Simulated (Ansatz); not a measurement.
An input for Ansatz 0.2.0 (CsPbBr3 (Pm-3m)):

```yaml
crystal:
  lattice:
    - [5.94863082, 0.0, 0.0]
    - [0.0, 5.94863082, 0.0]
    - [0.0, 0.0, 5.94863082]
  atoms:
    - { symbol: Cs, position: [0.0, 0.0, 0.0] }
    - { symbol: Pb, position: [0.5, 0.5, 0.5] }
    - { symbol: Br, position: [0.5, 0.5, 0.0] }
    - { symbol: Br, position: [0.5, 0.0, 0.5] }
    - { symbol: Br, position: [0.0, 0.5, 0.5] }
kpoints:
  mp_grid: { grid: [2, 2, 2] }
hamiltonian:
  xc:
    exchange: pbe
    correlation: pbe
    exx: { coeff: 0.75, omega: 0.2078 }
  pseudopotentials: { kind: paw, azcp: { folder: soft_1 } }
scf:
  occupations: { method: fixed }
gw:
  n_empty_bands: 878
  ecut_chi: 150.0
  qp_bands: [v2, c2]
  qp_kpoints: band_edges
  screening: { model: contour_deformation }
```

```sh
ansatz run input.yaml --threads 3 --pin off --max-ram 92160MiB --backend cuda --events-out ev --progress --plain --runs-dir out --devices 1 --max-vram 13GiB
```

Question: How long will it take on 1 × NVIDIA H100 80GB HBM3 (shared by 6 runs) with 3 threads of AMD EPYC 7R13 (Zen 3), shared host, and how much memory?

It took 52 s; on shared hardware allow 26 s to 1.7 min. Peak host memory was 2.1 GiB. The sizes that set the cost: 4067 plane waves a state, 4 irreducible k points, 900 bands summed, 895 plane waves in the screening and 18 SCF cycles.

The screening grows as filled bands × empty bands × pairs of k points, times the square of the screening basis for the matrix.

[Paths, hosts, dates, memory and timing lines, banners, echoed tables and standing remarks are left out of the program output.]

[Logs are printed without paths, hosts, clocks, repeated set-up lines and the standing remarks that a program may print on its own settings, such as how far it seeks lower states.]

[Runs of the session that timed out or met a known fault of the program may be left out.]

[Cells called generated may have been cut or substituted from an entry of the Crystallography Open Database or the Materials Project.]

[Hosts, paths, dates, database ids (printed as entryN), source tags and the programs' standing remarks are cut or masked in the printed files.]
